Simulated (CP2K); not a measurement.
The F K edge of hexafluoropropene was computed by TDDFT (CP2K XAS_TDP, aug-cc-pVDZ, TDA) at these levels: PBE, PBEh(45%) and PBEh(45%) + GW2X. The first three lines of F1 (bonded to C) with a strength over 0.0015, energy in eV and strength:

```tsv
run	first	second	third
1	661.27 (0.007)	662.01 (0.004)	664.85 (0.002)
2	690.56 (0.011)	690.82 (0.030)	692.77 (0.005)
3	684.04 (0.011)	684.30 (0.030)	686.25 (0.005)
```

Q: Which run is which?

Run 1: PBE (0 % exact exchange). Run 2: PBEh(45%) + GW2X (45 % exact exchange). Run 3: PBEh(45%) (45 % exact exchange). Self-interaction lifts the core level, so the uncorrected lines rise with the share of exact exchange. The GW2X run keeps the spacings of its parent: 0.26 eV between the first two lines in run 2, 0.26 eV in run 3. Its shift is +6.52 eV, since the Kohn–Sham level at this share of exchange lies that far above the quasiparticle level.

[Banner, clock and machine lines of the logs are left out without a mark of their own.]

[Logs are printed without paths, hosts, clocks, repeated set-up lines and the standing remarks that a program may print on its own settings, such as how far it seeks lower states.]

[Hosts, paths, dates, database ids (printed as entryN), source tags and the programs' standing remarks are cut or masked in the printed files.]
